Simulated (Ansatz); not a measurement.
# Ca3SiS (model cell, started as antiperovskite): a soft mode frozen in, part 2 of 3

Aim: this structure of Ca3SiS (model cell, started as antiperovskite) is to be tested for unstable modes, and one is followed downhill.

Ansatz 0.2.0; DFT PBEsol, scalar-relativistic, plane waves, PAW; PAW set soft_1.

So far, highest frequency on the path or at a solved wavevector (cm⁻¹): step 2 (response at finite wavevector) 410. Also lowest frequency on the path (cm⁻¹): step 2 -107.

The structure was built from a prototype and need not be the compound's stable phase.

## Step 4: The mode frozen in, largest atomic shift 0.6 Å

The atoms are moved along the unstable eigenvector, the largest shift by 0.6 Å, with the cell fixed.

Contents of input.yaml:

```yaml
crystal:
  lattice:
    - [5.1680341995, 5.1680341995, 0.0]
    - [5.1680341995, 0.0, 5.1680341995]
    - [5.1680341995, 0.0, -5.1680341995]
  atoms:
    - { symbol: Si, position: [0.0, 0.0, 0.0] }
    - { symbol: Si, position: [0.0, 0.5, 0.5] }
    - { symbol: S, position: [0.5, 0.25, 0.75] }
    - { symbol: S, position: [0.5, 0.75, 0.25] }
    - { symbol: Ca, position: [0.4179061027, 0.5820938973, 0.5820938973] }
    - { symbol: Ca, position: [0.5820938973, -0.0820938973, -0.0820938973] }
    - { symbol: Ca, position: [0.0, 0.4589530514, 0.0410469486] }
    - { symbol: Ca, position: [0.0, 0.0410469486, 0.4589530514] }
    - { symbol: Ca, position: [0.5, 0.4589530514, 0.0410469486] }
    - { symbol: Ca, position: [0.5, 0.0410469486, 0.4589530514] }
kpoints:
  mp_grid: { grid: [8, 8, 8] }
hamiltonian:
  xc: pbesol
  pseudopotentials: { kind: paw, azcp: { folder: soft_1 }, xc_functional: pbe }
scf:
  occupations: { method: methfessel_paxton, width: 0.2 }
output:
  forces: true
  stress: true
  eigenvalues: true
```

Run with:

```sh
$ ansatz run input.yaml --threads 8 --pin off --max-ram 16384MiB --backend cpu --events-out ev --progress --plain --runs-dir out
```

Numbers of over 12 decimals in the logs are rounded to 6 here.

Log:

```text
[...]
Crystal: 10 atoms, lattice volume = 276.062 Å³
Basis set: ecut = 420 eV, 5329 PW (Γ), exchange–correlation on 100×100×100 points (8 copies of the dense FFT grid, shifted against one another)
Bands: 50, of which v1, the nominal top of the filled ones, is band 40 counted from 1 (39 counted from 0)
Symmetry: 8 space group operations
[...]
k-points: 95 of 512
[...]
k-point 0: bands = [... 36 lower, 5.3239, 6.4985, 6.5402, 6.5469, 6.9983, 7.0424, 7.2281, 7.3956, ... 6 higher]
  k-point 1: bands = [... 36 lower, 5.3312, 6.1378, 6.2851, 6.3144, 7.1345, 7.2400, 7.3551, 7.4512, ... 6 higher]
  k-point 2: bands = [... 36 lower, 5.3398, 5.6515, 5.9785, 6.0053, 7.2867, 7.3773, 7.3839, 7.8429, ... 6 higher]
  k-point 94: bands = [... 36 lower, 5.5142, 5.5142, 6.0148, 6.0148, 7.6190, 7.6190, 7.9794, 7.9794, ... 6 higher]
[key lines of the parts left out:]
SCF converged after 8 iterations
Free energy (F): -13784.697640 eV
Fermi energy:    6.763867 eV
P = ⅓ Tr σ = -0.5922 GPa (-5.922 kbar)
```

Wall time 8.2 s (8 threads of Arm Neoverse V2, shared host); peak memory 1.4 GiB; 63 s of CPU time.

Numbers from this step:

- pressure: -0.5922 GPa
- gap on the k-mesh: 0.4514 eV
- energy from the undistorted cell: -91.73 meV/atom

The energy, extrapolated to zero smearing, is -91.73 meV/atom against the undistorted cell.

The run ends at a pressure of -0.59 GPa, with forces up to 0.49 eV/Å.

## Step 5: Energy along the mode, all amplitudes (two of the runs are shown above)

An imaginary frequency means negative curvature, so the energy should fall and then rise again as anharmonic terms take over.

Numbers from this step:

| Property | Result |
| --- | --- |
| depth at the lowest point sampled | 91.73 meV/atom |
| largest atomic shift at that point | 0.6 Å |

Energy from the parent against largest atomic shift:

```tsv
largest atomic shift (Å)	energy from the parent (meV/atom)
0.000	0
0.040	-0.52
0.080	-2.07
0.140	-6.3
0.220	-15.3
0.320	-31.3
0.450	-58.0
0.600	-91.7
```

Displacement at unit largest shift by atom:

```tsv
atom	x (Å)	y (Å)	z (Å)	size
Si1	0.000	0.000	0.000	0.000
Si2	0.000	0.000	0.000	0.000
S3	0.000	0.000	0.000	0.000
S4	0.000	0.000	0.000	0.000
Ca5	0.707	-0.707	0.000	1.000
Ca6	-0.707	0.707	0.000	1.000
Ca7	0.000	0.000	-0.707	0.707
Ca8	0.000	0.000	0.707	0.707
Ca9	0.000	0.000	-0.707	0.707
Ca10	0.000	0.000	0.707	0.707
```

The lowest of the steps tried is the last one, at 0.6 Å, 91.7 meV/atom below the parent; the bottom of the well need not coincide with a step.

## Step 6: Relaxation from the frozen mode

Starting from the lowest point found, all atoms and the cell are let go, so that strain and other modes of the same symmetry can join in.

Changes to input.yaml since step 4:

```diff
@@ -27 +27,6 @@
   eigenvalues: true
+relax:
+  adjacent_minimum: "off"
+  f_tol: 0.002
+  max_steps: 120
+  cell: { stress_tol: 0.03 }
```

Log:

```text
[...]
Crystal: 10 atoms, lattice volume = 276.062 Å³
Basis set: ecut = 420 eV, 5329 PW (Γ), exchange–correlation on 100×100×100 points (8 copies of the dense FFT grid, shifted against one another)
Bands: 50, of which v1, the nominal top of the filled ones, is band 40 counted from 1 (39 counted from 0)
Symmetry: 8 space group operations
[...]
k-points: 95 of 512
[...]
SCF iter   1: F=—  HF=-13785.577783 eV  |F-HF|=—  |Δ(HF+E_count)|=         —  Δρ=2.65e-2  dr2=3.11e0  ethr=3.10e-3  ⟨swp⟩=11.2  Hψ=24012  notcnv=0
[...]
SCF iter   8: F=-13784.697640 eV  HF=-13784.697640 eV  |F-HF|=4.58e-10  |Δ(HF+E_count)|=   8.41e-9  S|Δr|=    0.00e0  Δρ=1.29e-6  dr2=7.25e-9  ethr=1.25e-10  ⟨swp⟩=15.0  Hψ=23707  notcnv=0
SCF 1 converged in 8 iterations: F = -13784.697640 eV  dr2 = 7.25e-9
[...]
relax step   1: F+E_penalty+E_count = -13784.69763988 eV  Δ(F+E_penalty+E_count) = +0.000e0 eV  max|allowed force component| = 4.948e-1 eV/Å  Δτ_max = 0.0000 Å  P = -0.592 GPa  Ω = 276.062 Å³  (8 SCF iters, dr2 threshold 1.00e-7 eV, accepted)
Crystal: 10 atoms, lattice volume = 274.019 Å³
Basis set: ecut = 420 eV, 5325 PW (Γ), exchange–correlation on 100×100×100 points (8 copies of the dense FFT grid, shifted against one another)
[...]
SCF iter   6: F=-13785.183366 eV  HF=-13785.183366 eV  |F-HF|=1.34e-7  |Δ(HF+E_count)|=   7.99e-6  S|Δr|=    0.00e0  Δρ=1.55e-5  dr2=8.85e-7  ethr=1.25e-9  ⟨swp⟩=10.9  Hψ=25227  notcnv=0
SCF 2 converged in 6 iterations: F = -13785.183366 eV  dr2 = 8.85e-7
[...]
relax step   2: F+E_penalty+E_count = -13785.18336604 eV  Δ(F+E_penalty+E_count) = -4.857e-1 eV  max|allowed force component| = 2.929e-1 eV/Å  Δτ_max = 0.1948 Å  P = -0.571 GPa  Ω = 274.019 Å³  energy of the carried Pulay correction = +3.577e-5 eV  (6 SCF iters, dr2 threshold 1.00e-6 eV, accepted)
Crystal: 10 atoms, lattice volume = 268.068 Å³
Basis set: ecut = 420 eV, 5191 PW (Γ), exchange–correlation on 100×100×100 points (8 copies of the dense FFT grid, shifted against one another)
[...]
SCF iter   7: F=-13785.367012 eV  HF=-13785.367012 eV  |F-HF|=3.90e-8  |Δ(HF+E_count)|=   7.02e-7  S|Δr|=    0.00e0  Δρ=6.30e-6  dr2=1.26e-7  ethr=1.25e-9  ⟨swp⟩=14.1  Hψ=24468  notcnv=0
SCF 3 converged in 7 iterations: F = -13785.367012 eV  dr2 = 1.26e-7
[...]
relax step   3: F+E_penalty+E_count = -13785.36701221 eV  Δ(F+E_penalty+E_count) = -1.836e-1 eV  max|allowed force component| = 9.682e-2 eV/Å  Δτ_max = 0.1927 Å  P = +0.871 GPa  Ω = 268.068 Å³  energy of the carried Pulay correction = +1.415e-4 eV  (7 SCF iters, dr2 threshold 1.00e-6 eV, accepted)
[...]
relax step   4: F+E_penalty+E_count = -13785.40383483 eV  Δ(F+E_penalty+E_count) = -3.682e-2 eV  max|allowed force component| = 1.094e-1 eV/Å  Δτ_max = 0.0804 Å  P = -0.161 GPa  Ω = 274.396 Å³  energy of the carried Pulay correction = +2.914e-5 eV  (5 SCF iters, dr2 threshold 1.00e-6 eV, accepted)
[...]
relax step   5: F+E_penalty+E_count = -13785.41450973 eV  Δ(F+E_penalty+E_count) = -1.067e-2 eV  max|allowed force component| = 7.405e-2 eV/Å  Δτ_max = 0.0506 Å  P = -0.101 GPa  Ω = 274.393 Å³  energy of the carried Pulay correction = +2.920e-5 eV  (5 SCF iters, dr2 threshold 7.48e-7 eV, accepted)
[...]
relax step   6: F+E_penalty+E_count = -13785.41805016 eV  Δ(F+E_penalty+E_count) = -3.540e-3 eV  max|allowed force component| = 4.173e-3 eV/Å  Δτ_max = 0.0161 Å  P = +0.028 GPa  Ω = 273.821 Å³  energy of the carried Pulay correction = +3.925e-5 eV  (5 SCF iters, dr2 threshold 3.43e-7 eV, accepted)
[...]
relax step   7: F+E_penalty+E_count = -13785.41807956 eV  Δ(F+E_penalty+E_count) = -2.941e-5 eV  max|allowed force component| = 1.245e-3 eV/Å  Δτ_max = 0.0021 Å  P = -0.002 GPa  Ω = 274.047 Å³  energy of the carried Pulay correction = +3.527e-5 eV  (6 SCF iters, dr2 threshold 2.89e-9 eV, accepted)
[...]
SCF iter   5: F=-13785.418060 eV  HF=-13785.418060 eV  |F-HF|=1.82e-12  |Δ(HF+E_count)|=  3.27e-11  S|Δr|=    0.00e0  Δρ=4.61e-8  dr2=4.58e-12  ethr=1.00e-12  ⟨swp⟩=6.2  Hψ=17157  notcnv=0
SCF 8 converged in 5 iterations: F = -13785.418060 eV  dr2 = 4.58e-12
relax step   8: F+E_penalty+E_count = -13785.41806029 eV  Δ(F+E_penalty+E_count) = +1.928e-5 eV  max|allowed force component| = 1.245e-3 eV/Å  Δτ_max = 0.0000 Å  P = -0.002 GPa  Ω = 274.047 Å³  stress off target by 6.28e-3 GPa  SCF on the basis re-selected at this cell (its energy is not comparable with the rows above)  (5 SCF iters)
basis re-selected at this cell: Δ(F+E_penalty+E_count) = +1.928e-5 eV, ΔP = +0.000 GPa vs the last step (what re-selecting the basis moved, of the pressure what is left beyond the Pulay correction that the steps carried, after the strain that the cell walked since its last selection, with what the two solves' SCF thresholds leave and, on support functions, any second-order correction that the steps lacked; it is no m [...]
SCF converged after 5 iterations
[...]
Free energy (F): -13785.418060 eV
[...]
Internal energy: -13785.418816 eV  (E = F + TS)
E sigma→0 (E₀):  -13785.418249 eV
Entropy (-TS):   0.000756 eV (0.076 meV/atom)
Fermi energy:    6.709177 eV
[...]
--- Forces (eV/Å), atoms counted from 1 ---
  atom   1  Si    -0.00124498     0.00124498     0.00000000
  atom   2  Si     0.00124498    -0.00124498     0.00000000
  atom   3  S      0.00000000     0.00000000    -0.00000000
  atom   4  S      0.00000000     0.00000000     0.00000000
  atom   5  Ca     0.00114895    -0.00114895     0.00000000
  atom   6  Ca    -0.00114895     0.00114895     0.00000000
  atom   7  Ca    -0.00000000     0.00000000     0.00011137
  atom   8  Ca     0.00000000     0.00000000    -0.00011137
  atom   9  Ca     0.00000000     0.00000000     0.00011137
  atom  10  Ca     0.00000000     0.00000000    -0.00011137
  max |Σ_I F_I| component: 0.00e0 eV/Å
--- Stress (GPa, compression-positive) ---
       -0.005870       0.000350       0.000000
        0.000350      -0.005870       0.000000
        0.000000       0.000000       0.006278
  P = ⅓ Tr σ = -0.0018 GPa (-0.018 kbar)
--- Band table (eV; the first three rows and the last of 95) ---
  k-point 0: bands = [... 36 lower, 5.4994, 6.0343, 6.1035, 6.1576, 7.0667, 7.2047, 7.4931, 7.8450, ... 6 higher]
  k-point 1: bands = [... 36 lower, 5.4772, 5.9139, 5.9468, 6.0238, 7.2256, 7.3383, 7.4455, 7.8205, ... 6 higher]
  k-point 2: bands = [... 36 lower, 5.3208, 5.6517, 5.7756, 5.8880, 7.3529, 7.5575, 7.5618, 7.7221, ... 6 higher]
  k-point 94: bands = [... 36 lower, 5.5978, 5.5978, 5.9462, 5.9462, 7.7186, 7.7186, 8.0383, 8.0383, ... 6 higher]
--- Relaxed structure (7 steps of the walk, 7 accepted, 1 SCFs on fresh bases) ---
  F+E_penalty+E_count = -13785.41806029 eV   max|allowed force component| = 1.245e-3 eV/Å   (the final SCF, on the basis selected at the relaxed cell)
  cell:  # Å, volume = 274.0474 Å³
    - [5.093478, 5.093478, 0.0]
    - [5.093838, -0.000360451, 5.280869]
    - [5.093838, -0.000360451, -5.280869]
  atoms:
    - { symbol: Si, position: [-0.027570, 0.027570, 0.027570] }
    - { symbol: Si, position: [0.027570, 0.472430, 0.472430] }
    - { symbol: S, position: [0.500000, 0.250000, 0.750000] }
    - { symbol: S, position: [0.500000, 0.750000, 0.250000] }
    - { symbol: Ca, position: [0.375783, 0.624217, 0.624217] }
    - { symbol: Ca, position: [0.624217, -0.124217, -0.124217] }
    - { symbol: Ca, position: [2.642742795433417e-19, 0.423814, 0.076186] }
    - { symbol: Ca, position: [2.642742795433417e-19, 0.076186, 0.423814] }
    - { symbol: Ca, position: [0.500000, 0.423814, 0.076186] }
    - { symbol: Ca, position: [0.500000, 0.076186, 0.423814] }
```

Wall time 65 s (8 threads); peak memory 1.5 GiB.

Step by step:

```tsv
step	energy less that of the first step (eV)	largest force component (eV/Å)	pressure (GPa)	volume (Å³)
1	0.0000	0.4948	-0.59	276.06
2	-0.4857	0.2929	-0.57	274.02
3	-0.6694	0.0968	0.87	268.07
4	-0.7062	0.1094	-0.16	274.40
5	-0.7169	0.0740	-0.10	274.39
6	-0.7204	0.0042	0.03	273.82
7	-0.7204	0.0012	0.00	274.05
8*	-0.7204	0.0012	0.00	274.05
```

Relaxation steps marked * repeat the geometry before them on a plane-wave basis chosen anew for their cell, so energy and pressure can jump there.

The run keeps the 8 symmetry operations that it works with, so distortions that break them were not tested.

```tsv
conventional cell, symmetrised	before	after	change
a (Å)	7.309	7.203	-1.4 %
b (Å)	10.336	10.562	+2.2 %
c (Å)	7.309	7.204	-1.4 %
volume (Å³/atom)	27.61	27.40	-0.7 %
```

The atoms that moved most (Å, as changes of fractional coordinates times the final cell):

```tsv
atom	dx	dy	dz	length
Ca8	0.000	0.000	0.371	0.371
Ca9	0.000	0.000	-0.371	0.371
Ca7	0.000	0.000	-0.371	0.371
Ca10	0.000	0.000	0.371	0.371
Ca5	0.215	-0.215	0.000	0.303
Ca6	-0.215	0.215	0.000	0.303
Si2	-0.140	0.140	0.000	0.199
Si1	0.140	-0.140	0.000	0.199
```

This step gave:

- pressure: -0.001821 GPa
- volume per atom: 27.40 Å³
- gap on the k-mesh: 0.6009 eV

The distorted start has space group Imma; the relaxation ends in Imma.

## Step 7: The new phase in its own primitive cell

The relaxed structure is symmetrised, reduced to its primitive cell and relaxed tightly, as its phonons need.

Contents of input.yaml:

```yaml
crystal:
  lattice:
    - [-3.6016326084, 5.2808685744, 3.602142363]
    - [3.6016326084, -5.2808685744, 3.602142363]
    - [3.6016326084, 5.2808685744, -3.602142363]
  atoms:
    - { symbol: Si, position: [0.7224299892, 0.9724299892, 0.75] }
    - { symbol: Si, position: [0.2775700108, 0.0275700108, 0.25] }
    - { symbol: S, position: [0.5, 0.5, 0.0] }
    - { symbol: S, position: [0.0, 0.5, 0.5] }
    - { symbol: Ca, position: [0.1257832158, 0.3757832158, 0.75] }
    - { symbol: Ca, position: [0.8742167842, 0.6242167842, 0.25] }
    - { symbol: Ca, position: [0.3261856468, 0.0, 0.8261856468] }
    - { symbol: Ca, position: [0.6738143532, 0.0, 0.1738143532] }
    - { symbol: Ca, position: [0.3261856468, 0.5, 0.3261856468] }
    - { symbol: Ca, position: [0.6738143532, 0.5, 0.6738143532] }
kpoints:
  mp_grid: { grid: [6, 6, 6] }
hamiltonian:
  xc: pbesol
  pseudopotentials: { kind: paw, azcp: { folder: soft_1 }, xc_functional: pbe }
scf:
  occupations: { method: fixed }
output:
  forces: true
  stress: true
  eigenvalues: true
relax:
  adjacent_minimum: "off"
  f_tol: 0.001
  max_steps: 60
  cell: { stress_tol: 0.01 }
```

Log:

```text
[...]
Crystal: 10 atoms, lattice volume = 274.047 Å³
Basis set: ecut = 420 eV, 5297 PW (Γ), exchange–correlation on 100×100×100 points (8 copies of the dense FFT grid, shifted against one another)
Bands: 50, of which v1, the nominal top of the filled ones, is band 40 counted from 1 (39 counted from 0)
Symmetry: 8 space group operations
[...]
k-points: 46 of 216
[...]
- { symbol: S, position: [0.5, 0.5, 0] }
    - { symbol: S, position: [0, 0.5, 0.5] }
    - { symbol: Ca, position: [0.125741, 0.375741, 0.750000] }
    - { symbol: Ca, position: [0.874259, 0.624259, 0.25] }
    - { symbol: Ca, position: [0.326210, -5.551115123125783e-17, 0.826210] }
    - { symbol: Ca, position: [0.673790, 0.0, 0.173790] }
    - { symbol: Ca, position: [0.326210, 0.5, 0.326210] }
    - { symbol: Ca, position: [0.673790, 0.5, 0.673790] }
[key lines of the parts left out:]
SCF converged after 9 iterations
Free energy (F): -13785.418109 eV
Fermi energy:    6.405376 eV
P = ⅓ Tr σ = -0.0009 GPa (-0.009 kbar)
```

Wall time 17 s (8 threads); peak memory 1.2 GiB.

Little changed from the start: no atom moved by 0.005 Å and no cell edge by 0.1 %.

This step gave:

| Property | Result |
| --- | --- |
| pressure | -8.82e-4 GPa |
| gap on the k-mesh | 0.6007 eV |
| direct gap on mesh | 0.6007 eV |

The largest force component left is 0.70 meV/Å and the pressure is -0.001 GPa, within the tolerances set. The cell now holds 27.40 Å³/atom.

(Part 2 of 3 ends here.)

[Logs are printed without paths, hosts, clocks, repeated set-up lines and the standing remarks that a program may print on its own settings, such as how far it seeks lower states.]

[Hosts, paths, dates, database ids (printed as entryN), source tags and the programs' standing remarks are cut or masked in the printed files.]
